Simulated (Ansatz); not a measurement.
# Lattice dynamics of SrMg (Pm-3m), part 2 of 2

The cell of SrMg (Pm-3m) is at rest. What are its phonons? After the zone centre comes a 4×4×4 q mesh on a 12×12×12 k mesh.

Ansatz 0.2.0; DFT PBEsol, scalar-relativistic, plane waves, PAW; PAW set soft_1.

So far. Step 2 (Modes at Γ): Before it was imposed, the acoustic sum rule was missed by 1.4e-4 eV/Å². Small misses are needed for a sound result but don't prove that mesh and cutoff are converged. The lowest optical mode is real, 171 cm⁻¹.

### Step 3. The dispersion (continued)

The partial phonon density of states has structure finer than the step of the table below, so its rows give means over 5 cm⁻¹, whole bins alone (the curve runs from -10 to 186 cm⁻¹). Peaks (cm⁻¹: height): Mg 50.6: 0.0152, 139.5: 0.0748, 161.8: 0.0972; Sr 51.8: 0.0406, 87.6: 0.0765, 138.3: 0.0198.

Phonopy on the run's constants, 13x13x13 mesh, Gaussian sigma 2.0 cm-1. Interpolated from a 4×4×4 q mesh. Table of partial phonon density of states by wavenumber; means over each step; values in 1/cm⁻¹/cell:

```csv
wavenumber (cm⁻¹),Mg,Sr
-5,6.9e-6,2.3e-5
0,4.7e-5,1.6e-4
5,8.0e-6,3.7e-5
10,1.4e-4,4.8e-4
15,2.2e-4,8.1e-4
20,5.4e-4,0.00196
25,0.00112,0.00399
30,9.6e-4,0.00327
35,0.00204,0.00712
40,0.00354,0.0115
45,0.00719,0.0192
50,0.0138,0.0350
55,0.0127,0.0365
60,0.00912,0.0265
65,0.00811,0.0300
70,0.00890,0.0412
75,0.00856,0.0567
80,0.00715,0.0613
85,0.00766,0.0665
90,0.00360,0.0577
95,0.00245,0.0245
100,7.7e-4,0.0101
105,4.5e-4,0.00542
110,1.1e-4,7.1e-4
115,8.3e-4,2.1e-4
120,0.00404,6.8e-4
125,0.00909,0.00225
130,0.0219,0.00590
135,0.0496,0.0138
140,0.0705,0.0187
145,0.0555,0.0151
150,0.0559,0.0124
155,0.0666,0.00954
160,0.0910,0.00912
165,0.0595,0.00769
170,0.0153,0.00349
175,1.0e-3,2.6e-4
180,2.8e-6,3.0e-7
```

Second derivatives of the energy by pair, one row for each kind of neighbour of each atom listed. Each entry sums the pair over the periodic images of the supercell that the q mesh stands for, and in a polar crystal it holds the long-range dipole part too. Force constants by pair, by row:

```csv
atom,neighbour,distance (Å),third of the trace (eV/Å²),along the pair's line (eV/Å²)
Sr1,itself,0,2.624,–
Sr1,Mg,3.575,-0.2437,-0.6566
Sr1,Sr,4.128,-0.1215,-0.3002
Sr1,Sr,5.838,0.026,0.0618
Sr1,Mg,6.846,-0.0061,-0.0207
Sr1,Sr,7.15,-0.015,-0.0557
Mg2,itself,0,1.748,–
Mg2,Sr,3.575,-0.2437,-0.6566
Mg2,Mg,4.128,0.0741,0.2532
Mg2,Mg,5.838,-0.0097,-0.019
Mg2,Sr,6.846,-0.0061,-0.0207
Mg2,Mg,7.15,0.0017,-0.0069
```

Harmonic thermodynamic functions per atom, from the density of states. Interpolated from a 4×4×4 q mesh. Thermodynamic functions, by row:

```csv
T (K),F_vib (meV/atom),S (J/mol-atom/K),C_V (J/mol-atom/K)
0,20.43,0,0
50,19.24,7.092,12.16
100,12.51,18.46,20.01
200,-15.26,33.77,23.52
300,-55.6,43.48,24.29
400,-104.5,50.51,24.57
500,-159.8,56.01,24.7
600,-220.2,60.52,24.78
700,-285,64.34,24.82
800,-353.4,67.66,24.85
900,-425.1,70.59,24.87
1000,-499.6,73.21,24.88
```

Harmonic mean-square displacement, third of the trace. Interpolated from a 4×4×4 q mesh. Mean square displacements, by row:

```csv
T (K),Sr1 U_eq (Å²),Mg2 U_eq (Å²)
0,0.00265,0.00587
100,0.00659,0.01067
300,0.01857,0.02787
600,0.03691,0.05492
```

Symmetry leaves 10 wavevectors to solve. The lowest mode among them, the acoustic zeros apart, lies at q = (0, 0.25, 0.25) and is real, 36.7 cm⁻¹.

### Step 4. Isotope substitution, element Mg, natural mass 24.305 amu

An isotope changes the mass and not the force constants, so no new electronic calculation is needed; the shifts show which modes move this element.

The same force constants with the mass of Mg changed from 24.305 to 25.983 u (phonopy, no LO-TO term). Both lists are sorted by frequency; levels can cross, so a row need not hold one and the same mode. Modes under 3 cm⁻¹ are left out. Isotope shifts, by row:

```csv
q,rank,natural mass (cm⁻¹),changed mass (cm⁻¹)
0 0 0,4,171.4,167
0 0 0,5,171.4,167
0 0 0,6,171.4,167
0 0 0.25,1,54.04,53.78
0 0 0.25,2,54.04,53.78
0 0 0.25,3,62.05,61.61
0 0 0.25,4,152.4,148.5
0 0 0.25,5,166,161.4
0 0 0.25,6,166,161.4
0 0 -0.5,1,80.59,80.59
0 0 -0.5,2,80.59,80.59
0 0 -0.5,3,95.93,95.93
0 0 -0.5,4,119.4,115.5
0 0 -0.5,5,158.4,153.2
0 0 -0.5,6,158.4,153.2
0 0.25 0.25,1,36.69,36.35
0 0.25 0.25,2,67.04,66.85
0 0.25 0.25,3,90.52,90.52
0 0.25 0.25,4,140.5,135.9
0 0.25 0.25,5,159.5,155.7
0 0.25 0.25,6,164.2,159.3
```

A mode of this element alone would shift by -3.28 %. The highest zone-centre frequency without the field goes from 171.4 to 167.0 cm⁻¹ (-2.6 %). The product of the frequency ratios over all optical modes at Γ is 0.925; the product rule, (m/m′)^(3k/2) (M′/M)^(3/2) with k = 1 such atoms and M the mass of the cell, gives 0.925.

### Step 5. Another isotope, element Sr, natural mass 87.62 amu

The same for Sr, from 87.62 to 85.91 u.

The same force constants with the mass of Sr changed from 87.620 to 85.909 u (phonopy, no LO-TO term). Both lists are sorted by frequency; levels can cross, so a row need not hold one and the same mode. Modes under 3 cm⁻¹ are left out. Isotope shifts, by row:

```csv
q,rank,natural mass (cm⁻¹),changed mass (cm⁻¹)
0 0 0,4,171.4,171.7
0 0 0,5,171.4,171.7
0 0 0,6,171.4,171.7
0 0 0.25,1,54.04,54.5
0 0 0.25,2,54.04,54.5
0 0 0.25,3,62.05,62.54
0 0 0.25,4,152.4,152.8
0 0 0.25,5,166,166.3
0 0 0.25,6,166,166.3
0 0 -0.5,1,80.59,81.39
0 0 -0.5,2,80.59,81.39
0 0 -0.5,3,95.93,96.88
0 0 -0.5,4,119.4,119.4
0 0 -0.5,5,158.4,158.4
0 0 -0.5,6,158.4,158.4
0 0.25 0.25,1,36.69,36.95
0 0.25 0.25,2,67.04,67.65
0 0.25 0.25,3,90.52,91.42
0 0.25 0.25,4,140.5,140.5
0 0.25 0.25,5,159.5,159.9
0 0.25 0.25,6,164.2,164.3
```

A mode of this element alone would shift by +0.99 %. The highest zone-centre frequency without the field goes from 171.4 to 171.7 cm⁻¹ (+0.2 %). The product of the frequency ratios over all optical modes at Γ is 1.006; the product rule, (m/m′)^(3k/2) (M′/M)^(3/2) with k = 1 such atoms and M the mass of the cell, gives 1.006.

### Step 6. Results

- space group (within 0.01 Å): Pm-3m
- volume per atom: 35.2 Å³
- electronic character: no gap on this mesh
- highest optical mode at the zone centre (no LO-TO term): 171 cm⁻¹
- lowest optical zone-centre mode: 171 cm⁻¹
- lowest mode on the q mesh (acoustic modes at Γ apart): 36.7 cm⁻¹
- highest frequency on the path or at a solved wavevector: 171 cm⁻¹
- zero-point energy per atom: 20.4 meV
- heat capacity at 300 K: 24.3 J/(mol atoms K)
- vibrational entropy at 300 K: 43.5 J/(mol atoms K)
- Debye temperature (second moment): 219 K
- imaginary modes on the 4×4×4 q mesh: none

**Reading.** The structure is a minimum as far as tested: no mode is imaginary at the 10 irreducible wavevectors of the 4×4×4 mesh, and the softest away from the acoustic zeros lies at 37 cm⁻¹. The optical modes at Γ form one degenerate level at 171 cm⁻¹. The highest mode in this list at Γ, 171.4 cm⁻¹, is mostly motion of Mg (78 % of the kinetic energy). With no gap, or one that is small against the smearing, the frequencies hang on the k mesh and the smearing, most of all near Kohn anomalies. The PAW files were made for PBE and serve the other functionals too. These are harmonic frequencies at zero temperature: anharmonic shifts, linewidths and thermal expansion are left out.

[Logs are printed without paths, hosts, clocks, repeated set-up lines and the standing remarks that a program may print on its own settings, such as how far it seeks lower states.]

[Hosts, paths, dates, database ids (printed as entryN), source tags and the programs' standing remarks are cut or masked in the printed files.]
